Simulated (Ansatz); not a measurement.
# AlAs wire along [110], 6 atoms a period, H-terminated: bands under strain

Aim: is the AlAs wire along [110], 6 atoms a period, H-terminated a metal or a semiconductor?

Main program and level: Ansatz 0.2.0; DFT PBE, plane waves, PAW; relaxation of a wire's period, in the first sound run; inputs show where later runs differ.

This is a report of a sequence of runs, with most program output left out.

### 1. Set-up

The cell holds 14 atoms: 3 As, 8 H and 3 Al. Cell: a = 12.899 Å, b = 13.416 Å, c = 4.052 Å, α = 90.0°, β = 90.0°, γ = 90.0°. Vacuum lies along a and b. The structure's axis is c.

### 2. The relaxed wire

Band widths follow the bond lengths, so the wire is relaxed first. The atoms and the third cell vector are free; the box across stays fixed as vacuum. A Fermi-Dirac smearing is set since the result may be a metal. The pressure printed is a third of the stress's trace over the whole box, vacuum included; only the stress along the axis is relaxed.

input.yaml reads:

```yaml
crystal:
  lattice:
    - [12.899, 0.0, 0.0]
    - [0.0, 13.416, 0.0]
    - [0.0, 0.0, 4.0517218562]
  atoms:
    - { symbol: As, position: [0.444913553, 0.348978804, 0.0] }
    - { symbol: H, position: [0.514290475, 0.25464594, 0.0] }
    - { symbol: Al, position: [0.555968674, 0.499982153, 0.0] }
    - { symbol: H, position: [0.263586325, 0.253428742, 0.5] }
    - { symbol: H, position: [0.263586325, 0.444528866, 0.5] }
    - { symbol: H, position: [0.263586325, 0.746535564, 0.5] }
    - { symbol: H, position: [0.263586325, 0.555435439, 0.5] }
    - { symbol: Al, position: [0.333858433, 0.348978804, 0.5] }
    - { symbol: Al, position: [0.333858433, 0.650985502, 0.5] }
    - { symbol: As, position: [0.667023794, 0.499982153, 0.5] }
    - { symbol: H, position: [0.736400716, 0.405649289, 0.5] }
    - { symbol: H, position: [0.736400716, 0.594315016, 0.5] }
    - { symbol: As, position: [0.444913553, 0.650985502, 0.0] }
    - { symbol: H, position: [0.514290475, 0.745318365, 0.0] }
kpoints:
  mp_grid: { grid: [1, 1, 20] }
scf:
  occupations: { method: fermi_dirac, width: 0.05 }
hamiltonian:
  xc: pbe
relax:
  cell: { fix: [a, b, alpha, beta, gamma] }
  max_steps: 45
  f_tol: 0.03
```

The run is started by

```bash
$ ansatz run input.yaml --threads 4 --pin off --max-ram 16384MiB --backend cpu --events-out ev --progress --plain --runs-dir out
```

Elapsed: 92 s, on 4 threads of Arm Neoverse V1, shared host; peak memory 1.2 GiB; 5.9 min of CPU time.

Relaxation path:

| step | energy less that of the first step (eV) | largest force component (eV/Å) | pressure (GPa) | volume (Å³) |
| --- | --- | --- | --- | --- |
| 1 | 0.0000 | 0.7044 | 0.43 | 701.16 |
| 2 | -0.5317 | 0.4899 | 0.29 | 705.30 |
| 3 | -0.7362 | 0.1774 | 0.14 | 709.54 |
| 4 | -0.8558 | 0.1545 | 0.05 | 718.33 |
| 5 | -0.9366 | 0.0697 | 0.03 | 720.82 |
| 6 | -0.9475 | 0.2896 | -0.04 | 722.89 |
| 7 | -0.9801 | 0.0332 | -0.01 | 722.64 |
| 8 | -0.9831 | 0.0062 | 0.00 | 722.45 |
| 9 | -0.9816 | 0.1476 | -0.10 | 723.26 |
| 10 | -0.9846 | 0.0119 | 0.00 | 722.63 |
| 11 | -0.9848 | 0.0267 | -0.02 | 722.86 |
| 12* | -0.9894 | 0.0266 | -0.01 | 722.86 |

Relaxation steps marked * repeat the geometry before them on a plane-wave basis chosen anew for their cell, so energy and pressure can jump there. Relaxation step 9 was tried and not accepted.

The run keeps the 4 symmetry operations that it works with, so distortions that break them were not tested.

| cell as run | before | after | change |
| --- | --- | --- | --- |
| c (Å) | 4.052 | 4.177 | +3.1 % |

The atoms that moved most (Å, along periodic axes as changes of fractional coordinates times the final cell, across vacuum about the mean position):

| atom | dx | dy | dz | length |
| --- | --- | --- | --- | --- |
| H4 | 0.761 | -0.944 | 0.000 | 1.213 |
| H6 | 0.761 | 0.944 | 0.000 | 1.213 |
| H7 | -0.316 | 0.891 | 0.000 | 0.945 |
| H5 | -0.316 | -0.891 | 0.000 | 0.945 |
| Al8 | -0.004 | -0.637 | 0.000 | 0.637 |
| Al9 | -0.004 | 0.637 | 0.000 | 0.637 |
| As10 | -0.324 | 0.000 | 0.000 | 0.324 |
| H2 | 0.201 | 0.243 | 0.000 | 0.315 |

Numbers from this step:

```yaml
cell_length_along_the_wire: 4.177 Å
```

The cell's length comes to 4.177 Å with spin left out.

### 3. Bands of the perfect wire

This step: DFT PBE, plane waves, PAW; bands of a perfect wire (Ansatz 0.2.0).

At the relaxed period the bands are computed along the axis; those that cross an energy going forward count the channels that a perfect wire would open there.

input.yaml reads:

```yaml
crystal:
  lattice:
    - [12.899, 0.0, 0.0]
    - [0.0, 13.416, 0.0]
    - [0.0, 0.0, 4.1771284597]
  atoms:
    - { symbol: As, position: [0.437077022, 0.343051512, 0.0] }
    - { symbol: H, position: [0.529873482, 0.272752912, 0.0] }
    - { symbol: Al, position: [0.532147119, 0.499982153, 0.0] }
    - { symbol: H, position: [0.322602566, 0.183064848, 0.5] }
    - { symbol: H, position: [0.239077288, 0.378114929, 0.5] }
    - { symbol: H, position: [0.322602566, 0.816899458, 0.5] }
    - { symbol: H, position: [0.239077288, 0.621849377, 0.5] }
    - { symbol: Al, position: [0.333546568, 0.301479093, 0.5] }
    - { symbol: Al, position: [0.333546568, 0.698485213, 0.5] }
    - { symbol: As, position: [0.641870995, 0.499982153, 0.5] }
    - { symbol: H, position: [0.718946078, 0.414546762, 0.5] }
    - { symbol: H, position: [0.718946078, 0.585417543, 0.5] }
    - { symbol: As, position: [0.437077022, 0.656912794, 0.0] }
    - { symbol: H, position: [0.529873482, 0.727211394, 0.0] }
kpoints:
  mp_grid: { grid: [1, 1, 20] }
  band_path: { path: ["Γ", Z], npoints: 90 }
scf:
  occupations: { method: fermi_dirac, width: 0.05 }
hamiltonian:
  xc: pbe
output:
  dos: { e_range: [-5, 4] }
  write_potential: true
  write_density: true
  volumetric_format: npy
```

Run time: 51 s. Hardware: 4 threads; peak memory 2 GiB; 3.4 min of CPU time.

Numbers from this step:

```
band gap : 2.679 eV
```

Electronic bands along the path, in eV, zero at the Fermi level:

| point | band 28 | band 29 | band 30 | band 31 | band 32 | band 33 | band 34 | band 35 |
| --- | --- | --- | --- | --- | --- | --- | --- | --- |
| Γ | -2.18 | -1.86 | -1.41 | -1.36 | 1.32 | 2.12 | 2.14 | 2.86 |
| halfway | -2.30 | -2.09 | -1.87 | -1.80 | 2.31 | 2.39 | 3.00 | 3.23 |
| Z | -2.29 | -2.28 | -2.26 | -2.10 | 2.31 | 2.55 | 2.59 | 2.81 |

The gap is 2.68 eV, with spin left out.

The path shows a direct gap of 2.68 eV (valence top at Γ, conduction bottom at Γ).

### 4. Strain along the wire, period over the relaxed period 0.96, k-mesh 1×1×15

This step: DFT PBE, plane waves, PAW; relaxation at a fixed period (Ansatz 0.2.0).

The period is set to 0.96 times the relaxed one and the atoms relax within it: strain changes bond lengths and angles, which shifts the bands against each other. Against the first PBE run of this kind, the mesh along the wire has 15 points against 20.

The cell differs from the one that the last finished run ended in (c 4.177 → 4.010 Å).

Edit input.yaml of step 3 so:

```diff
@@ -4,3 +4,3 @@
     - [0.0, 13.416, 0.0]
-    - [0.0, 0.0, 4.1771284597]
+    - [0.0, 0.0, 4.0100433213]
   atoms:
@@ -21,3 +21,3 @@
 kpoints:
-  mp_grid: { grid: [1, 1, 20] }
+  mp_grid: { grid: [1, 1, 15] }
   band_path: { path: ["Γ", Z], npoints: 90 }
@@ -27,6 +27,6 @@
   xc: pbe
+relax:
+  max_steps: 40
+  f_tol: 0.02
 output:
-  dos: { e_range: [-5, 4] }
-  write_potential: true
-  write_density: true
-  volumetric_format: npy
+  stress: true
```

The job ended after 58 s (4 threads; peak memory 1.9 GiB).

Relaxation path:

| step | energy less that of the first step (eV) | largest force component (eV/Å) |
| --- | --- | --- |
| 1 | 0.0000 | 0.4346 |
| 2 | -0.0353 | 0.0199 |
| 3 | -0.0353 | 0.0200 |
| 4 | -0.0359 | 0.0156 |

The run keeps the 4 symmetry operations that it works with, so distortions that break them were not tested.

The atoms that moved most (Å):

| atom | dx | dy | dz | length |
| --- | --- | --- | --- | --- |
| As10 | 0.069 | 0.000 | 0.000 | 0.069 |
| H12 | 0.059 | 0.006 | 0.000 | 0.059 |
| H11 | 0.059 | -0.006 | 0.000 | 0.059 |
| H4 | -0.050 | -0.024 | 0.000 | 0.056 |
| H6 | -0.050 | 0.024 | 0.000 | 0.056 |
| H5 | -0.038 | -0.028 | 0.000 | 0.047 |
| H7 | -0.038 | 0.028 | 0.000 | 0.047 |
| Al8 | -0.037 | -0.026 | 0.000 | 0.045 |

Final coordinates:

```cif
data_structure
_symmetry_space_group_name_H-M 'P 1'
_symmetry_Int_Tables_number 1
_cell_length_a 12.8990
_cell_length_b 13.4160
_cell_length_c 4.0100
_cell_angle_alpha 90.000
_cell_angle_beta 90.000
_cell_angle_gamma 90.000
_cell_volume 693.95
loop_
_atom_site_label
_atom_site_type_symbol
_atom_site_fract_x
_atom_site_fract_y
_atom_site_fract_z
_atom_site_occupancy
As1 As 0.43866 0.34294 0.00000 1
H2 H 0.53055 0.27172 0.00000 1
Al3 Al 0.53267 0.49998 0.00000 1
H4 H 0.31869 0.18124 0.50000 1
H5 H 0.23612 0.37604 0.50000 1
H6 H 0.31869 0.81872 0.50000 1
H7 H 0.23612 0.62393 0.50000 1
Al8 Al 0.33068 0.29953 0.50000 1
Al9 Al 0.33068 0.70043 0.50000 1
As10 As 0.64721 0.49998 0.50000 1
H11 H 0.72350 0.41407 0.50000 1
H12 H 0.72350 0.58589 0.50000 1
As13 As 0.43866 0.65702 0.00000 1
H14 H 0.53055 0.72825 0.00000 1
```

This step gave:

| Property | Result |
| --- | --- |
| band gap | 2.764 eV |

The electronic bands at the labelled points (eV, zero at the Fermi level):

| point | band 28 | band 29 | band 30 | band 31 | band 32 | band 33 | band 34 | band 35 |
| --- | --- | --- | --- | --- | --- | --- | --- | --- |
| Γ | -2.54 | -2.25 | -1.43 | -1.39 | 1.37 | 1.85 | 1.93 | 2.59 |
| halfway | -2.60 | -2.41 | -2.25 | -2.16 | 1.91 | 1.99 | 2.68 | 2.88 |
| Z | -2.69 | -2.67 | -2.54 | -2.37 | 1.82 | 2.13 | 2.20 | 2.42 |

The gap is 2.76 eV, against 2.68 eV under PBE at the relaxed period.

### 5. At a strained period, period over the relaxed period 0.98, k-mesh 1×1×15

The period is set to 0.98 times the relaxed one and the atoms relax within it: strain changes bond lengths and angles, which shifts the bands against each other. Against the first PBE run of this kind, the mesh along the wire has 15 points against 20.

The cell differs from the one that the last finished run ended in (c 4.010 → 4.094 Å).

Edit input.yaml of step 4 so:

```diff
@@ -4,3 +4,3 @@
     - [0.0, 13.416, 0.0]
-    - [0.0, 0.0, 4.0100433213]
+    - [0.0, 0.0, 4.0935858905]
   atoms:
```

Wall time 55 s (4 threads); peak memory 2 GiB.

The steps of the relaxation:

| step | energy less that of the first step (eV) | largest force component (eV/Å) |
| --- | --- | --- |
| 1 | 0.0000 | 0.2085 |
| 2 | -0.0082 | 0.0352 |
| 3 | -0.0086 | 0.0078 |

Forces are held to the 4 operations that the run works with; a distortion that breaks them can't arise in this run.

The atoms that moved most (Å):

| atom | dx | dy | dz | length |
| --- | --- | --- | --- | --- |
| As10 | 0.033 | 0.000 | 0.000 | 0.033 |
| H4 | -0.026 | -0.014 | 0.000 | 0.029 |
| H6 | -0.026 | 0.014 | 0.000 | 0.029 |
| H12 | 0.028 | 0.003 | 0.000 | 0.028 |
| H11 | 0.028 | -0.003 | 0.000 | 0.028 |
| H5 | -0.019 | -0.018 | 0.000 | 0.026 |
| H7 | -0.019 | 0.018 | 0.000 | 0.026 |
| Al8 | -0.017 | -0.015 | 0.000 | 0.023 |

Final coordinates:

```xyz
14
Lattice="12.8990 0.0000 0.0000 0.0000 13.4160 0.0000 0.0000 0.0000 4.0936" Properties=species:S:1:pos:R:3
As    5.6494    4.6002    0.0000
H     6.8383    3.6482    0.0000
Al    6.8665    6.7078    0.0000
H     4.1356    2.4424    2.0468
H     3.0653    5.0549    2.0468
H     4.1356   10.9731    2.0468
H     3.0653    8.3606    2.0468
Al    4.2856    4.0296    2.0468
Al    4.2856    9.3859    2.0468
As    8.3129    6.7078    2.0468
H     9.3018    5.5581    2.0468
H     9.3018    7.8574    2.0468
As    5.6494    8.8154    0.0000
H     6.8383    9.7674    0.0000
```

The gap is 2.73 eV, against 2.68 eV under PBE at the relaxed period.

### 6. At a strained period, period over the relaxed period 1.02, k-mesh 1×1×15

The period is set to 1.02 times the relaxed one and the atoms relax within it: strain changes bond lengths and angles, which shifts the bands against each other. Against the first PBE run of this kind, the mesh along the wire has 15 points against 20.

The cell differs from the one that the last finished run ended in (c 4.094 → 4.261 Å).

Edit input.yaml of step 5 so:

```diff
@@ -4,3 +4,3 @@
     - [0.0, 13.416, 0.0]
-    - [0.0, 0.0, 4.0935858905]
+    - [0.0, 0.0, 4.2606710289]
   atoms:
```

Run time: 57 s. Hardware: 4 threads; peak memory 2 GiB; 3.7 min of CPU time.

The steps of the relaxation:

| step | energy less that of the first step (eV) | largest force component (eV/Å) |
| --- | --- | --- |
| 1 | 0.0000 | 0.1783 |
| 2 | -0.0057 | 0.0697 |
| 3 | -0.0075 | 0.0057 |

The run keeps the 4 symmetry operations that it works with, so distortions that break them were not tested.

The atoms that moved most (Å):

| atom | dx | dy | dz | length |
| --- | --- | --- | --- | --- |
| As10 | -0.038 | 0.000 | 0.000 | 0.038 |
| H11 | -0.033 | 0.003 | 0.000 | 0.034 |
| H12 | -0.033 | -0.003 | 0.000 | 0.034 |
| H6 | 0.026 | -0.011 | 0.000 | 0.029 |
| H4 | 0.026 | 0.011 | 0.000 | 0.029 |
| Al9 | 0.023 | -0.011 | 0.000 | 0.025 |
| Al8 | 0.023 | 0.011 | 0.000 | 0.025 |
| H7 | 0.023 | -0.008 | 0.000 | 0.024 |

Final coordinates:

```xyz
14
Lattice="12.8990 0.0000 0.0000 0.0000 13.4160 0.0000 0.0000 0.0000 4.2607" Properties=species:S:1:pos:R:3
As    5.6303    4.6009    0.0000
H     6.8262    3.6560    0.0000
Al    6.8578    6.7078    0.0000
H     4.1875    2.4674    2.1303
H     3.1064    5.0812    2.1303
H     4.1875   10.9481    2.1303
H     3.1064    8.3343    2.1303
Al    4.3253    4.0552    2.1303
Al    4.3253    9.3604    2.1303
As    8.2417    6.7078    2.1303
H     9.2403    5.5643    2.1303
H     9.2403    7.8512    2.1303
As    5.6303    8.8147    0.0000
H     6.8262    9.7595    0.0000
```

The gap is 2.63 eV, against 2.68 eV under PBE at the relaxed period.

### 7. At a strained period, period over the relaxed period 1.04, k-mesh 1×1×14

The period is set to 1.04 times the relaxed one and the atoms relax within it: strain changes bond lengths and angles, which shifts the bands against each other. Against the first PBE run of this kind, the mesh along the wire has 14 points against 20.

The cell differs from the one that the last finished run ended in (c 4.261 → 4.344 Å).

Edit input.yaml of step 6 so:

```diff
@@ -4,3 +4,3 @@
     - [0.0, 13.416, 0.0]
-    - [0.0, 0.0, 4.2606710289]
+    - [0.0, 0.0, 4.3442135981]
   atoms:
@@ -21,3 +21,3 @@
 kpoints:
-  mp_grid: { grid: [1, 1, 15] }
+  mp_grid: { grid: [1, 1, 14] }
   band_path: { path: ["Γ", Z], npoints: 90 }
```

Run time: 60 s. Hardware: 4 threads; peak memory 2.1 GiB; 3.9 min of CPU time.

Relaxation path:

| step | energy less that of the first step (eV) | largest force component (eV/Å) |
| --- | --- | --- |
| 1 | 0.0000 | 0.3331 |
| 2 | -0.0180 | 0.1573 |
| 3 | -0.0269 | 0.0166 |
| 4 | -0.0269 | 0.0166 |

The run keeps the 4 symmetry operations that it works with, so distortions that break them were not tested.

The atoms that moved most (Å):

| atom | dx | dy | dz | length |
| --- | --- | --- | --- | --- |
| As10 | -0.074 | 0.000 | 0.000 | 0.074 |
| H11 | -0.065 | 0.006 | 0.000 | 0.065 |
| H12 | -0.065 | -0.006 | 0.000 | 0.065 |
| H6 | 0.053 | -0.026 | 0.000 | 0.059 |
| H4 | 0.053 | 0.026 | 0.000 | 0.059 |
| H7 | 0.043 | -0.025 | 0.000 | 0.050 |
| H5 | 0.043 | 0.025 | 0.000 | 0.050 |
| Al9 | 0.042 | -0.026 | 0.000 | 0.049 |

Final coordinates:

```xyz
14
Lattice="12.8990 0.0000 0.0000 0.0000 13.4160 0.0000 0.0000 0.0000 4.3442" Properties=species:S:1:pos:R:3
As    5.6202    4.6017    0.0000
H     6.8217    3.6631    0.0000
Al    6.8532    6.7078    0.0000
H     4.2144    2.4823    2.1721
H     3.1271    5.0977    2.1721
H     4.2144   10.9332    2.1721
H     3.1271    8.3178    2.1721
Al    4.3446    4.0705    2.1721
Al    4.3446    9.3450    2.1721
As    8.2052    6.7078    2.1721
H     9.2085    5.5674    2.1721
H     9.2085    7.8482    2.1721
As    5.6202    8.8138    0.0000
H     6.8217    9.7524    0.0000
```

The gap is 2.58 eV, against 2.68 eV under PBE at the relaxed period.

### 8. At a strained period, period over the relaxed period 1.06, k-mesh 1×1×14

The period is set to 1.06 times the relaxed one and the atoms relax within it: strain changes bond lengths and angles, which shifts the bands against each other. Against the first PBE run of this kind, the mesh along the wire has 14 points against 20.

The cell differs from the one that the last finished run ended in (c 4.344 → 4.428 Å).

Edit input.yaml of step 7 so:

```diff
@@ -4,3 +4,3 @@
     - [0.0, 13.416, 0.0]
-    - [0.0, 0.0, 4.3442135981]
+    - [0.0, 0.0, 4.4277561673]
   atoms:
```

The job ended after 61 s (4 threads; peak memory 2.1 GiB; 4 min of CPU time).

The gap is 2.53 eV, against 2.68 eV under PBE at the relaxed period.

### 9. Comparing the runs

Times are for 4 threads of Arm Neoverse V1, shared host. Results by setting:

| no. | period over the relaxed period | k-mesh | free energy less the lowest (eV) | pressure (GPa) | band gap (eV) | time | memory (GiB) |
| --- | --- | --- | --- | --- | --- | --- | --- |
| 1 | 0.96 | 1×1×15 | 0.05604 | 0.2473 | 2.764 | 58 s | 1.9 |
| 2 | 0.98 | 1×1×15 | 0.003444 | 0.1149 | 2.727 | 55 s | 2.0 |
| 3 | 1.02 | 1×1×15 | 0 | -0.1071 | 2.634 | 57 s | 2.0 |
| 4 | 1.04 | 1×1×14 | 0.04291 | -0.2004 | 2.583 | 60 s | 2.1 |
| 5 | 1.06 | 1×1×14 | 0.1114 | -0.3061 | 2.528 | 61 s | 2.1 |

### 10. Outcome

```json
{
 "cell length, PBE": "4.177 Å",
 "gap, PBE": "2.68 eV",
 "gap, period scaled by 0.96": "2.76 eV",
 "gap, period scaled by 0.98": "2.73 eV",
 "gap, period scaled by 1.02": "2.63 eV",
 "gap, period scaled by 1.04": "2.58 eV",
 "gap, period scaled by 1.06": "2.53 eV"
}
```

What this shows: Under PBE the cell's length is 4.18 Å, and a gap of 2.68 eV makes it a semiconductor. Strain matters: under PBE the gap goes from 2.68 eV to 2.76 eV at 0.96 times the period, 2.73 eV at 0.98 times the period, 2.63 eV at 1.02 times the period, 2.58 eV at 1.04 times the period and 2.53 eV at 1.06 times the period. Plain hydrogen on a compound's surface is a simple closure: it may leave surface states, and facets that end in unlike atoms put a field across the wire, both of which shrink the gap.

[Logs are printed without paths, hosts, clocks, repeated set-up lines and the standing remarks that a program may print on its own settings, such as how far it seeks lower states.]

[Hosts, paths, dates, database ids (printed as entryN), source tags and the programs' standing remarks are cut or masked in the printed files.]
